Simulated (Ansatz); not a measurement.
# How fast states decay through MgTaNO2, part 4 of 4

A new crystal, MgTaNO2: structure, gap and complex bands. It is built by putting Mg for Sr in the SrTaNO2 structure of space group Pmc2_1, with the volume rescaled by atomic radii. The parent structure comes from the Materials Project.

Ansatz 0.2.0; r2SCAN DFT, plane waves, PAW files (the session's first sound run).

So far, gap on the k-mesh (eV): step 3 (the bulk crystal and its band edges, r2SCAN) 2.02; step 7 (LDA, cutoff 420 eV) 1.52.

The structure was built from a prototype and need not be the compound's stable phase.

**8. Complex bands at another level, cutoff 420 eV (continued)**

Level of this step: LDA DFT, plane waves, PAW files; complex bands by layer matching along the plane's normal (Ansatz).

K parallel (-0.5, 0); values up to 1.5 1/Å, a degenerate pair printed once or twice; energies at which all values exceed this have no row. The Im kz of the slowest decaying states by energy, zero at the highest filled level on the SCF mesh:

| energy (eV) | decay 1 (Å⁻¹) | decay 2 (Å⁻¹) | decay 3 (Å⁻¹) | decay 4 (Å⁻¹) |
| --- | --- | --- | --- | --- |
| -1.00 | 0.256 | 0.321 | 0.363 | 0.388 |
| -0.88 | 0.285 | 0.335 | 0.377 | 0.393 |
| -0.70 | 0.320 | 0.352 | 0.393 | 0.399 |
| -0.58 | 0.34 | 0.361 | 0.402 | 0.403 |
| -0.46 | 0.358 | 0.366 | 0.406 | 0.410 |
| -0.28 | 0.356 | 0.381 | 0.409 | 0.419 |
| -0.16 | 0.308 | 0.394 | 0.411 | 0.424 |
| -0.04 | 0.406 | 0.414 | 0.428 | 0.455 |
| 0.02 | 0.367 | 0.389 | 0.409 | 0.412 |
| 0.14 | 0.410 | 0.423 | 0.433 | 0.436 |
| 0.26 | 0.410 | 0.433 | 0.435 | 0.461 |
| 0.38 | 0.409 | 0.436 | 0.442 | 0.463 |
| 0.56 | 0.407 | 0.437 | 0.453 | 0.464 |
| 0.68 | 0.405 | 0.437 | 0.458 | 0.460 |
| 0.80 | 0.403 | 0.436 | 0.451 | 0.466 |
| 0.92 | 0.400 | 0.434 | 0.444 | 0.472 |
| 1.10 | 0.395 | 0.430 | 0.431 | 0.467 |
| 1.22 | 0.390 | 0.422 | 0.426 | 0.459 |
| 1.34 | 0.386 | 0.412 | 0.422 | 0.448 |
| 1.52 | 0.378 | 0.395 | 0.413 | 0.430 |
| 1.64 | 0.372 | 0.383 | 0.406 | 0.416 |
| 1.76 | 0.367 | 0.370 | 0.399 | 0.400 |
| 1.94 | 0.329 | 0.341 | 0.346 | 0.367 |
| 2.06 | 0.0999 | 0.242 | 0.254 | 0.373 |
| 2.18 | 0.113 | 0.361 | 0.402 | 0.423 |
| 2.36 | 0.244 | 0.337 | 0.391 | 0.434 |
| 2.48 | 0.266 | 0.318 | 0.374 | 0.436 |

At the listed wavevectors the last open channel is at -0.04 eV and the next at +1.52 eV on the grid. At +0.74 eV, the grid energy nearest the filling level (the middle of the gap on the SCF mesh), the slowest state at the listed wavevectors decays with κ = 0.282 Å⁻¹, its amplitude falling by e over 3.6 Å; the first such run, plane (100), gave 0.311 Å⁻¹.

**9. A check of the settings**

This step: r2SCAN DFT, plane waves, PAW files; complex bands by layer matching along the plane's normal; changed: scf.eigensolver.kind = "davidson", kpoints.mp_grid.grid = [3, 3, 5], scf.convergence.dr2_threshold = 1e-06 (Ansatz 0.2.0).

This run repeats an earlier one, its twin (the complex run, plane (100)), with three settings changed (kpoints.mp_grid.grid, scf.eigensolver.kind, scf.convergence.dr2_threshold; files written aside). It is meant to test whether the SCF mesh is converged and whether the numerical route changes the result or only the time. Where the input is shown as a difference, that is against the step before, not the twin.

The input, input.yaml:

```yaml
crystal:
  lattice:
    - [5.54570945, 0.0, 0.0]
    - [0.0, 5.665136547, 0.0]
    - [0.0, 0.0, 3.769758016]
  atoms:
    - { symbol: Mg, position: [0.8146615485, 0.5643557871, 0.5] }
    - { symbol: Mg, position: [0.1853384515, 0.0643557871, 0.5] }
    - { symbol: Ta, position: [0.729746207, 0.0202828793, 0.0] }
    - { symbol: Ta, position: [0.270253793, 0.5202828793, 0.0] }
    - { symbol: "N", position: [0.4315074499, 0.8148392579, 0.0] }
    - { symbol: "N", position: [0.5684925501, 0.3148392579, 0.0] }
    - { symbol: O, position: [0.8057342571, 0.9474787377, 0.5] }
    - { symbol: O, position: [0.9319518869, 0.6530843379, 0.0] }
    - { symbol: O, position: [0.0680481131, 0.1530843379, 0.0] }
    - { symbol: O, position: [0.1942657429, 0.4474787377, 0.5] }
kpoints:
  mp_grid: { grid: [3, 3, 5] }
scf:
  occupations: { method: fixed }
  eigensolver: { kind: davidson }
  convergence: { dr2_threshold: 1.0e-06 }
hamiltonian:
  xc: r2scan
output:
  eigenvalues: true
  transmission:
    leads: [[0, 0]]
    kpoints: [[0.0, 0.0], [-0.5, 0.0]]
    e_range: [-1.0, 3.02]
    de: 0.07
```

Run with:

```sh
> ansatz run input.yaml --threads 2 --pin off --max-ram 4096MiB --backend cpu --events-out ev --progress --plain --runs-dir out
```

Numbers of over 12 decimals in the logs are rounded to 6 here.

The log of the run:

```text
[...]
davidson cushion auto → on  (no smearing: the cushion is to keep the highest requested band from converging to the state above it; pin scf.eigensolver.cushion to override)
Crystal: 10 atoms, lattice volume = 118.435 Å³
Basis set: ecut = 500 eV, 2973 PW (Γ), exchange–correlation on 180×180×120 points (64 copies of the dense FFT grid, shifted against one another)
Bands: 50, of which v1, the nominal top of the filled ones, is band 40 counted from 1 (39 counted from 0)
Symmetry: 4 space group operations
[...]
k-points: 12 of 45 (time reversal used)
[...]
SCF iter   1: F=—  HF=-26797.180913 eV  |F-HF|=—  |Δ(HF+E_count)|=         —  Δρ=1.22e-2  dr2=1.95e-1  dr2_τ=6.20e-1  ethr=1.77e-3  ⟨swp⟩=8.0  Hψ=2867  notcnv=0
[...]
SCF iter   7: F=-26797.365933 eV  HF=-26797.365933 eV  |F-HF|=1.68e-8  |Δ(HF+E_count)|=   1.85e-6  Δρ=2.46e-5  dr2=5.38e-7  dr2_τ=7.99e-8  ethr=1.48e-8  ⟨swp⟩=3.0  Hψ=1551  notcnv=0
SCF 1 converged in 7 iterations: F = -26797.365933 eV  dr2 = 5.38e-7
[...]
transmission: 6 of 12 steps passed
transmission: 12 of 12 steps passed
SCF converged after 7 iterations
Free energy (F): -26797.365933 eV
[...]
Internal energy: -26797.365933 eV  (E = F + TS)
E sigma→0 (E₀):  -26797.365933 eV
Fermi energy:    10.082155 eV
[...]
--- Band table (eV; the first three rows and the last of 12) ---
  k-point 0: bands = [... 36 lower, 8.4425, 8.5385, 8.9387, 9.5001, 12.2469, 12.6104, 12.8929, 13.5025, ... 6 higher]
  k-point 1: bands = [... 36 lower, 8.2474, 8.3719, 8.9664, 9.5793, 12.5281, 12.8774, 12.9941, 13.8754, ... 6 higher]
  k-point 2: bands = [... 36 lower, 8.2515, 8.4904, 8.9460, 9.6727, 12.2290, 12.8154, 13.4823, 15.1186, ... 6 higher]
  k-point 11: bands = [... 36 lower, 8.0018, 8.2560, 8.4440, 9.0854, 12.8244, 13.2778, 13.9580, 14.6979, ... 6 higher]
--- Transmission ---
  basis      : 329 plane waves across, 6 finite elements along
  points     : 2, as listed
[...]
channels       : 0.000000e0 a spin
[...]
slowest decay  : 0.3095 /Å at (0.0000, 0.0000)
```

Wall time 76 s (2 threads of Arm Neoverse V2, shared host); peak memory 1.3 GiB.

This number moved little. The least decay constant is 0.309 Å⁻¹ against 0.311 Å⁻¹ in the twin: no change within 1 %.

Side by side:

| quantity | this run | sound run | difference |
| --- | --- | --- | --- |
| free energy (eV) | -26797.37 | -26797.37 | 0.00740 |
| Fermi energy (eV) | 10.082 | 10.124 | -0.0414 |
| gap on the k-mesh (eV) | 2.1468 | 2.0187 | 0.128 |
| level to which the leads are filled (eV from the Fermi level) | 1.0734 | 1.0093 | 0.0641 |
| decay constant at the filling level, zone centre (Å⁻¹) | 0.30947 | 0.31145 | -0.00198 |
| decay constant at the filling level, slowest listed point (Å⁻¹) | 0.3095 | 0.3115 | -0.00200 |

One result that differs is the level to which the leads are filled, 1.07 eV from the Fermi level against 1.01 eV from the Fermi level.

**10. What came out**

```yaml
band_gap: 2.02 eV
least_decay_constant_at_mid_gap_normal_to_100: 0.311 Å⁻¹
least_decay_constant_at_mid_gap_normal_to_001: 0.218 Å⁻¹
least_decay_constant_on_a_mesh_normal_to_100: 0.313 Å⁻¹
least_decay_constant_lda: 0.282 Å⁻¹
```

**Reading.** With r2SCAN, the slowest decay at the wavevectors tried is κ = 0.218 Å⁻¹, normal to (001). Through such a film the transmission near mid-gap falls as exp(−2κd), a factor of ten every 5.3 Å. The decay depends on direction: 1.4 times faster normal to (100). A free electron under a barrier of half the gap would need a mass of 0.18 mₑ to decay at this rate. The slowest decay isn't at the zone centre. With LDA the gap goes from 2.02 to 1.52 eV and the decay constant, over the first 2 listed wavevectors, from 0.311 to 0.282 Å⁻¹. The compound is made up by substitution; its stability against other phases and against distortions of the cell's symmetry was not tested. r2SCAN still narrows gaps, if less than LDA and GGA do, so real decay constants are likely larger.

[Logs are printed without paths, hosts, clocks, repeated set-up lines and the standing remarks that a program may print on its own settings, such as how far it seeks lower states.]

[Hosts, paths, dates, database ids (printed as entryN), source tags and the programs' standing remarks are cut or masked in the printed files.]
